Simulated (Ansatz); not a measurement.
# Pt-Al-Pt stack of (100) layers: phonon-mediated transition temperature, part 2 of 2

What Tc do the phonons of Pt-Al-Pt stack of (100) layers give, and how does it depend on μ*? The cell shown first is a relaxed one, from steps not shown here.

Ansatz 0.2.0; DFT PBEsol, scalar-relativistic, plane waves, PAW; PAW set soft_1.

So far, log mean phonon energy ħω_log (meV): step 2 (resistivity: q 3×3×1, k 9×9×1, scattering 12×12×1) 9.70.

### 3. Coupling and resistivity: scattering mesh 20×20×1

The next rung changes the scattering mesh, which samples the Fermi surface.

input.yaml reads:

```yaml
crystal:
  lattice:
    - [2.743464242, 0.0, 0.0]
    - [0.0, 2.743464242, 0.0]
    - [0.0, 0.0, 31.9000003]
  atoms:
    - { symbol: Pt, position: [0.0, 0.0, 0.183396524] }
    - { symbol: Al, position: [0.5, 0.5, 0.2358934147] }
    - { symbol: Pt, position: [0.0, 0.0, 0.2883903054] }
  periodic: [true, true, false]
kpoints:
  mp_grid: { grid: [9, 9, 1] }
hamiltonian:
  xc: pbesol
  pseudopotentials: { kind: paw, azcp: { folder: soft_1 }, xc_functional: pbe }
scf:
  occupations: { method: methfessel_paxton, width: 0.2 }
output:
  eigenvalues: true
phonons:
  method: dfpt
  qmesh: [3, 3, 1]
  temperatures: { t_max: 1000, t_step: 50 }
  qpath:
    path: [[0.0, 0.0, 0.0], [0.0, 0.5, 0.0], [0.5, 0.5, 0.0], [0.0, 0.0, 0.0]]
    npoints: 10
  electrical_resistivity:
    mesh: [20, 20, 1]
    temperatures: [20.0, 50.0, 77.0, 100.0, 150.0, 200.0, 300.0, 400.0, 600.0, 800.0]
  superconductivity: { mesh: [20, 20, 1] }
```

Started as:

```sh
ansatz run input.yaml --threads 4 --pin off --max-ram 12288MiB --backend cpu --events-out ev --progress --plain --runs-dir out
```

Numbers of over 12 decimals in the logs are rounded to 6 here.

What it wrote:

```text
[...]
Crystal: 3 atoms, lattice volume = 240.098 Å³
Basis set: ecut = 420 eV, 4783 PW (Γ), exchange–correlation on 40×40×432 points (8 copies of the dense FFT grid, shifted against one another)
Bands: 24, of which v1, the nominal top of the filled ones, is band 20 counted from 1 (19 counted from 0)
Symmetry: 16 space group operations
k-points: 15 of 81 (irreducible under 8 space group operations)
[...]
SCF iter   1: F=—  HF=-25298.085097 eV  |F-HF|=—  |Δ(HF+E_count)|=         —  Δρ=4.15e-2  dr2=9.00e0  ethr=3.10e-3  ⟨swp⟩=13.4  Hψ=3025  notcnv=0
[...]
SCF iter  11: F=-25296.347010 eV  HF=-25296.347010 eV  |F-HF|=2.33e-10  |Δ(HF+E_count)|=   2.68e-9  S|Δr|=    0.00e0  Δρ=4.01e-8  dr2=2.88e-12  ethr=1.00e-12  ⟨swp⟩=21.3  Hψ=3499  notcnv=0
SCF 1 converged in 11 iterations: F = -25296.347010 eV  dr2 = 2.88e-12
[...]
NSCF: frozen V_eff on 15 k-points
[...]
k-points: 15 of 81
SCF iter   1: F=—  HF=-25298.085097 eV  |F-HF|=—  |Δ(HF+E_count)|=         —  Δρ=4.15e-2  dr2=9.00e0  ethr=3.10e-3  ⟨swp⟩=13.4  Hψ=3025  notcnv=0
[...]
SCF iter  11: F=-25296.347010 eV  HF=-25296.347010 eV  |F-HF|=1.35e-10  |Δ(HF+E_count)|=   2.67e-9  S|Δr|=    0.00e0  Δρ=3.96e-8  dr2=2.83e-12  ethr=1.00e-12  ⟨swp⟩=4.9  Hψ=1167  notcnv=0
SCF 2 converged in 11 iterations: F = -25296.347010 eV  dr2 = 2.83e-12
[...]
SCF converged after 11 iterations
[...]
Free energy (F): -25296.347010 eV
[...]
Internal energy: -25296.344477 eV  (E = F + TS)
E sigma→0 (E₀):  -25296.346377 eV
Entropy (-TS):   -0.002533 eV (-0.844 meV/atom)
Fermi energy:    -5.304596 eV
[...]
--- Band table (eV; the first three rows and the last of 15) ---
  k-point 0: bands = [... 16 lower, -6.7504, -6.7504, -6.1376, -5.7684, -5.7284, -3.6672, -0.1359, 0.0085]
  k-point 1: bands = [... 16 lower, -7.1768, -6.7177, -6.0250, -5.9822, -5.5448, -3.0587, 0.1029, 0.2713]
  k-point 2: bands = [... 16 lower, -7.0942, -6.6955, -6.5953, -6.5027, -4.6767, -1.8431, -0.3311, 0.8122]
  k-point 14: bands = [... 16 lower, -5.0766, -4.8794, -4.2185, -2.9290, -1.8914, -0.7672, -0.1843, -0.1294]
[...]
ASR residual: 3.069e-5 → 0.000e0 eV/Å²; symmetrization residual: 2.145e-7 eV/Å²
[...]
ASR residual per site (eV/Å²): 3.07e-5 1.25e-5 3.05e-5
  Γ frequencies (cm⁻¹): 0.00 0.00 0.00 54.48 54.48 124.13 245.92 245.92 390.67
--- Phonons (arbitrary-q DFPT): 3 irreducible q on the 3×3×1 mesh ---
[...]
interpolated dispersion: 31 rows × 9 modes
[...]
--- Electrical resistivity: potentials and phonons of a 3×3×1 supercell ---
[...]
at the Fermi level of each mesh (of a tensor half of its trace):
[...]
20×20×1                     0.4735              3.9617    0.1937    0.1667          10.006
        10×10×1                     0.4955              4.0033    0.2066    0.1832           9.871
          5×5×1                     0.5586              4.5350    0.2638    0.2458          10.084
  resistivity on the deck's mesh, µΩ·cm:
[...]
20.00     6.2510e-2              no     6.2510e-2     6.2510e-2      0.0000e0       1.1625e-1         1.2332e-1
     50.00     9.0935e-1              no     9.0935e-1     9.0935e-1      0.0000e0        1.1674e0          1.2589e0
     77.00      2.0467e0              no      2.0467e0      2.0467e0      0.0000e0        2.3924e0          2.6584e0
    100.00      3.0367e0              no      3.0367e0      3.0367e0      0.0000e0        3.4473e0          3.8691e0
    150.00      5.1559e0              no      5.1559e0      5.1559e0      0.0000e0        5.7238e0          6.5054e0
    200.00      7.2343e0              no      7.2343e0      7.2343e0      0.0000e0        7.9716e0          9.1323e0
    300.00      1.1303e1              no      1.1303e1      1.1303e1      0.0000e0        1.2393e1          1.4311e1
    400.00      1.5300e1              no      1.5300e1      1.5300e1      0.0000e0        1.6752e1          1.9407e1
    600.00      2.3202e1              no      2.3202e1      2.3202e1      0.0000e0        2.5404e1          2.9490e1
    800.00      3.1106e1              no      3.1106e1      3.1106e1      0.0000e0        3.4146e1          3.9575e1
  sheet resistance at 20 K: 0.1960 Ω
[...]
Hall coefficient in a weak field at 20 K (along the normal): -5.044e-10 m³/C (how far it moves between the two finest meshes is not known); by each state's relaxation time: -4.676e-10 m³/C; by a constant relaxation time: 2.883e-10 m³/C
  sheet resistance at 50 K: 2.851 Ω
[...]
sheet resistance at 77 K: 6.416 Ω
[...]
sheet resistance at 100 K: 9.519 Ω
[...]
sheet resistance at 150 K: 16.16 Ω
[...]
sheet resistance at 200 K: 22.68 Ω
[...]
sheet resistance at 300 K: 35.43 Ω
[...]
sheet resistance at 400 K: 47.96 Ω
[...]
sheet resistance at 600 K: 72.73 Ω
[...]
sheet resistance at 800 K: 97.51 Ω
[...]
vibrations of 9 cells: unjudged by the run; compare a larger repeat
[...]
--- Superconductivity: potentials and phonons of a 3×3×1 supercell ---
           mesh         λ    ħω_log (meV)  μ* declared at (meV)
        20×20×1    0.1937          10.006               17.483
        10×10×1    0.2066           9.871               17.156
          5×5×1    0.2638          10.084               17.250
  λ by the species' shares of the modes' patterns: Pt 0.1709, Al 0.0227
[...]
0.08      0.001         0.001    none_found    none_found    none_found    none_found     none_found
      0.10      0.000         0.000    none_found    none_found    none_found    none_found     none_found
      0.12      0.000         0.000    none_found    none_found    none_found    none_found     none_found
      0.13      0.000         0.000    none_found    none_found    none_found    none_found     none_found
      0.14      0.000         0.000    none_found    none_found    none_found    none_found     none_found
      0.16      0.000         0.000    none_found    none_found    none_found    none_found     none_found
      0.20          -             -    none_found    none_found    none_found    none_found     none_found
  none_found: no transition down to 0.1 K
[...]
vibrations of 9 cells: unjudged by the run; compare a larger repeat
[...]
```

Wall time 4.5 min (4 threads of Arm Neoverse V1, shared host); peak memory 3.6 GiB; 17 min of CPU time.

This step gave:

| Item | Value |
| --- | --- |
| sheet resistance 300K | 35.43 Ω/square, mean in the plane |
| resistivity at 300 K | 11.3 μΩ cm, mean of the axes, of the whole cell with its vacuum |
| coupling constant λ | 0.1937 |
| density of states at the Fermi level | 0.4735 states/eV a spin and cell |
| log mean phonon energy ħω_log | 10.01 meV |
| transport coupling constant λ_tr | 0.1667, 0.1667, 0 (xx, yy, zz) |
| Drude plasma energy | 3.962, 3.962, 0 eV (xx, yy, zz), of the whole cell with its vacuum |
| second-moment phonon energy ħω₂ | 17.48 meV |

An empty cell: under 1 mK by a formula, or no transition down to the floor of the Eliashberg search. Transition temperatures:

```
  μ*  McMillan Tc (K)  Allen–Dynes Tc (K)
0.08                -                   -
 0.1                -                   -
0.12                -                   -
0.13                -                   -
0.14                -                   -
0.16                -                   -
 0.2                -                   -
```

For the log mean phonon energy ħω_log, step 2 gave 9.70 meV; this run, with scattering mesh 20×20×1, gives 10.0 meV (+3 %).

### 4. Resistivity: q 3×3×1, k 9×9×1, scattering 16×16×1

The next rung changes the scattering mesh, which samples the Fermi surface.

input.yaml, as its differences from that of step 3:

```diff
@@ -27,4 +27,4 @@
   electrical_resistivity:
-    mesh: [20, 20, 1]
+    mesh: [16, 16, 1]
     temperatures: [20.0, 50.0, 77.0, 100.0, 150.0, 200.0, 300.0, 400.0, 600.0, 800.0]
-  superconductivity: { mesh: [20, 20, 1] }
+  superconductivity: { mesh: [16, 16, 1] }
```

What it wrote:

```text
[...]
Crystal: 3 atoms, lattice volume = 240.098 Å³
Basis set: ecut = 420 eV, 4783 PW (Γ), exchange–correlation on 40×40×432 points (8 copies of the dense FFT grid, shifted against one another)
Bands: 24, of which v1, the nominal top of the filled ones, is band 20 counted from 1 (19 counted from 0)
Symmetry: 16 space group operations
k-points: 15 of 81 (irreducible under 8 space group operations)
[...]
SCF iter   1: F=—  HF=-25298.085097 eV  |F-HF|=—  |Δ(HF+E_count)|=         —  Δρ=4.15e-2  dr2=9.00e0  ethr=3.10e-3  ⟨swp⟩=13.4  Hψ=3025  notcnv=0
[...]
SCF iter  11: F=-25296.347010 eV  HF=-25296.347010 eV  |F-HF|=2.33e-10  |Δ(HF+E_count)|=   2.68e-9  S|Δr|=    0.00e0  Δρ=4.01e-8  dr2=2.88e-12  ethr=1.00e-12  ⟨swp⟩=21.3  Hψ=3499  notcnv=0
SCF 1 converged in 11 iterations: F = -25296.347010 eV  dr2 = 2.88e-12
[...]
k-points: 15 of 81
SCF iter   1: F=—  HF=-25298.085097 eV  |F-HF|=—  |Δ(HF+E_count)|=         —  Δρ=4.15e-2  dr2=9.00e0  ethr=3.10e-3  ⟨swp⟩=13.4  Hψ=3025  notcnv=0
[...]
SCF iter  11: F=-25296.347010 eV  HF=-25296.347010 eV  |F-HF|=1.35e-10  |Δ(HF+E_count)|=   2.67e-9  S|Δr|=    0.00e0  Δρ=3.96e-8  dr2=2.83e-12  ethr=1.00e-12  ⟨swp⟩=4.9  Hψ=1167  notcnv=0
SCF 2 converged in 11 iterations: F = -25296.347010 eV  dr2 = 2.83e-12
[...]
SCF converged after 11 iterations
[...]
Free energy (F): -25296.347010 eV
[...]
Internal energy: -25296.344477 eV  (E = F + TS)
E sigma→0 (E₀):  -25296.346377 eV
Entropy (-TS):   -0.002533 eV (-0.844 meV/atom)
Fermi energy:    -5.304596 eV
[...]
--- Band table (eV; the first three rows and the last of 15) ---
  k-point 0: bands = [... 16 lower, -6.7504, -6.7504, -6.1376, -5.7684, -5.7284, -3.6672, -0.1359, 0.0085]
  k-point 1: bands = [... 16 lower, -7.1768, -6.7177, -6.0250, -5.9822, -5.5448, -3.0587, 0.1029, 0.2713]
  k-point 2: bands = [... 16 lower, -7.0942, -6.6955, -6.5953, -6.5027, -4.6767, -1.8431, -0.3311, 0.8122]
  k-point 14: bands = [... 16 lower, -5.0766, -4.8794, -4.2185, -2.9290, -1.8914, -0.7672, -0.1843, -0.1294]
[...]
ASR residual: 3.069e-5 → 0.000e0 eV/Å²; symmetrization residual: 2.145e-7 eV/Å²
[...]
ASR residual per site (eV/Å²): 3.07e-5 1.25e-5 3.05e-5
  Γ frequencies (cm⁻¹): 0.00 0.00 0.00 54.48 54.48 124.13 245.92 245.92 390.67
--- Phonons (arbitrary-q DFPT): 3 irreducible q on the 3×3×1 mesh ---
[...]
interpolated dispersion: 31 rows × 9 modes
[...]
--- Electrical resistivity: potentials and phonons of a 3×3×1 supercell ---
[...]
at the Fermi level of each mesh (of a tensor half of its trace):
[...]
16×16×1                     0.4646              3.8809    0.1862    0.1572          10.193
          8×8×1                     0.4743              3.7439    0.2073    0.1897          10.077
          4×4×1                     0.3532              1.4007    0.1101    0.1067          12.186
  resistivity on the deck's mesh, µΩ·cm:
[...]
20.00     6.2117e-2              no     6.2117e-2     6.2117e-2      0.0000e0       1.1090e-1         1.1146e-1
     50.00     8.9815e-1              no     8.9815e-1     8.9815e-1      0.0000e0        1.1320e0          1.2384e0
     77.00      2.0199e0              no      2.0199e0      2.0199e0      0.0000e0        2.3322e0          2.6343e0
    100.00      2.9978e0              no      2.9978e0      2.9978e0      0.0000e0        3.3688e0          3.8428e0
    150.00      5.0951e0              no      5.0951e0      5.0951e0      0.0000e0        5.6099e0          6.4754e0
    200.00      7.1540e0              no      7.1540e0      7.1540e0      0.0000e0        7.8242e0          9.0981e0
    300.00      1.1187e1              no      1.1187e1      1.1187e1      0.0000e0        1.2183e1          1.4264e1
    400.00      1.5158e1              no      1.5158e1      1.5158e1      0.0000e0        1.6493e1          1.9352e1
    600.00      2.3061e1              no      2.3061e1      2.3061e1      0.0000e0        2.5129e1          2.9451e1
    800.00      3.1028e1              no      3.1028e1      3.1028e1      0.0000e0        3.3972e1          3.9596e1
  sheet resistance at 20 K: 0.1947 Ω
[...]
sheet resistance at 50 K: 2.816 Ω
[...]
sheet resistance at 77 K: 6.332 Ω
[...]
sheet resistance at 100 K: 9.398 Ω
[...]
sheet resistance at 150 K: 15.97 Ω
[...]
sheet resistance at 200 K: 22.43 Ω
[...]
sheet resistance at 300 K: 35.07 Ω
[...]
sheet resistance at 400 K: 47.52 Ω
[...]
sheet resistance at 600 K: 72.29 Ω
[...]
sheet resistance at 800 K: 97.27 Ω
[...]
vibrations of 9 cells: unjudged by the run; compare a larger repeat
[...]
--- Superconductivity: potentials and phonons of a 3×3×1 supercell ---
           mesh         λ    ħω_log (meV)  μ* declared at (meV)
        16×16×1    0.1862          10.193               17.574
          8×8×1    0.2073          10.077               17.144
          4×4×1    0.1101          12.186               19.979
  λ by the species' shares of the modes' patterns: Pt 0.1642, Al 0.0219
[...]
0.08      0.000         0.000    none_found    none_found    none_found    none_found     none_found
      0.10      0.000         0.000    none_found    none_found    none_found    none_found     none_found
      0.12      0.000         0.000    none_found    none_found    none_found    none_found     none_found
      0.13      0.000         0.000    none_found    none_found    none_found    none_found     none_found
      0.14      0.000         0.000    none_found    none_found    none_found    none_found     none_found
      0.16      0.000         0.000    none_found    none_found    none_found    none_found     none_found
      0.20          -             -    none_found    none_found    none_found    none_found     none_found
  none_found: no transition down to 0.1 K
[...]
vibrations of 9 cells: unjudged by the run; compare a larger repeat
[...]
```

It took 4.4 min on 4 threads; peak memory 3.7 GiB; 17 min of CPU time.

This step gave:

```
sheet resistance 300K                : 35.07 Ω/square, mean in the plane
resistivity at 300 K                 : 11.19 μΩ cm, mean of the axes, of the whole cell with its vacuum
coupling constant λ                  : 0.1862
density of states at the Fermi level : 0.4646 states/eV a spin and cell
log mean phonon energy ħω_log        : 10.19 meV
transport coupling constant λ_tr     : 0.1572, 0.1572, 0 (xx, yy, zz)
Drude plasma energy                  : 3.881, 3.881, 0 eV (xx, yy, zz), of the whole cell with its vacuum
second-moment phonon energy ħω₂      : 17.57 meV
```

An empty cell: under 1 mK by a formula, or no transition down to the floor of the Eliashberg search. Transition temperatures:

```
  μ*  McMillan Tc (K)  Allen–Dynes Tc (K)
0.08                -                   -
 0.1                -                   -
0.12                -                   -
0.13                -                   -
0.14                -                   -
0.16                -                   -
 0.2                -                   -
```

The Eliashberg function α²F has structure finer than the step of the table below, so its rows give means over 1 meV, whole bins alone (the curve runs from 0.219 to 55.9 meV). Peaks (meV: height): α²F 6.8: 0.0954, 14.2: 0.0703, 15.6: 0.116, 19.5: 0.0389, 44.9: 0.0548, 48.0: 0.0811, 55.4: 0.0271; α²F tr 12.1: 0.0829, 16.0: 0.109, 19.5: 0.048, 44.9: 0.0414.

Table of Eliashberg function α²F by phonon energy; means over each step:

```
phonon energy (meV)      α²F   α²F tr
                  1  0.00130   3.5e-4
                  2  0.00318   1.0e-3
                  3  0.00519  0.00235
                  4  0.00930  0.00528
                  5   0.0189   0.0107
                  6   0.0442   0.0215
                  7   0.0802   0.0434
                  8   0.0664   0.0487
                  9   0.0564   0.0506
                 10   0.0523   0.0538
                 11   0.0539   0.0619
                 12   0.0619   0.0774
                 13   0.0555   0.0652
                 14   0.0604   0.0623
                 15   0.0751   0.0664
                 16   0.0708   0.0997
                 17   0.0329   0.0522
                 18   0.0252   0.0290
                 19   0.0325   0.0368
                 20   0.0261   0.0291
                 21  0.00911  0.00524
                 22        0        0
                 23        0        0
                 24        0        0
                 25        0        0
                 26        0        0
                 27        0        0
                 28   1.0e-4   1.4e-4
                 29  0.00101   6.8e-4
                 30  0.00134   9.1e-4
                 31  0.00231  0.00154
                 32  0.00383  0.00202
                 33  0.00364  0.00240
                 34  0.00447  0.00317
                 35  0.00541  0.00372
                 36  0.00651  0.00614
                 37   0.0115   0.0139
                 38   0.0114   0.0122
                 39   0.0101  0.00887
                 40   0.0128  0.00959
                 41   0.0157   0.0122
                 42   0.0124  0.00810
                 43  0.00770  0.00516
                 44   0.0113   0.0117
                 45   0.0398   0.0308
                 46   0.0384   0.0246
                 47   0.0569   0.0248
                 48   0.0581   0.0189
                 49   0.0102  0.00707
                 50  0.00843  0.00727
                 51  0.00861  0.00825
                 52  0.00925  0.00961
                 53   0.0117   0.0112
                 54   0.0139   0.0121
                 55   0.0197   0.0142
```

The Eliashberg function α²F has structure finer than the step of the table below, so its rows give means over 2 meV, whole bins alone (the curve runs from 0.219 to 55.9 meV). Peaks (meV: height): α²F 6.8: 0.0954, 14.2: 0.0703, 15.6: 0.116, 19.5: 0.0389, 44.9: 0.0548, 48.0: 0.0811, 55.4: 0.0271; Pt 6.8: 0.094, 14.2: 0.0692, 15.6: 0.109, 19.5: 0.038; Al 41.0: 0.0159, 44.9: 0.052, 48.0: 0.0762, 55.4: 0.0268.

The Eliashberg function α²F by phonon energy; means over each step:

```csv
phonon energy (meV),α²F,Pt,Al
2,0.00320,0.00298,1.8e-4
4,0.0102,0.00962,5.8e-4
6,0.0483,0.0470,0.00125
8,0.0672,0.0658,0.00140
10,0.0525,0.0512,0.00131
12,0.0587,0.0577,9.0e-4
14,0.0595,0.0586,8.7e-4
16,0.0669,0.0637,0.00321
18,0.0271,0.0266,5.4e-4
20,0.0256,0.0251,5.0e-4
22,9.3e-4,9.3e-4,6.3e-6
24,0,0,0
26,0,0,0
28,2.4e-4,0,2.3e-4
30,0.00142,3.8e-5,0.00135
32,0.00351,1.9e-4,0.00329
34,0.00446,2.0e-4,0.00425
36,0.00734,3.7e-4,0.00697
38,0.0113,7.7e-4,0.0105
40,0.0129,7.4e-4,0.0122
42,0.0122,8.3e-4,0.0114
44,0.0168,8.8e-4,0.0159
46,0.0426,0.00248,0.0402
48,0.0476,0.00275,0.0449
50,0.00836,2.0e-4,0.00820
52,0.00952,2.0e-4,0.00935
54,0.0143,2.1e-4,0.0141
```

### 5. Results

```
meshes                        : q 3×3×1, k 9×9×1, scattering 16×16×1
coupling constant λ           : 0.186
log mean phonon energy ħω_log : 10.2 meV
```

**Reading.** In the last run (PBEsol, q 3×3×1, k 9×9×1, scattering 16×16×1), with λ = 0.19 and ħω_log = 10.2 meV, Tc at μ* = 0.13 is under 1 mK by the formulas. In that run Allen and Dynes's formula gives no transition above 0.05 K at μ* = 0.10 or more. By the run's own test λ is not converged in the fine mesh: it moves by 11 % between the two finest, and by up to 16 % in the other runs. The run's transport test calls it not converged in the mesh; ρ(300 K) moves by 27 % in the component that moves most. In 3 of the runs shown, the last among them, the self-energy step met imaginary modes and the program fell back to plain Fourier phonons, a sign of a lattice near an instability that the q mesh may not hold. Over the runs, λ takes the values 0.202, 0.194 and 0.186, in the order shown. No spin–orbit coupling, which matters for Pt. The structure is a hand-built model. μ* is a typed number, phonons are harmonic, and spin fluctuations are left out; with λ this near or under μ*(1 + 0.62 λ), the formulas give Tc only to its order of magnitude, or none.

[Logs are printed without paths, hosts, clocks, repeated set-up lines and the standing remarks that a program may print on its own settings, such as how far it seeks lower states.]

[Hosts, paths, dates, database ids (printed as entryN), source tags and the programs' standing remarks are cut or masked in the printed files.]
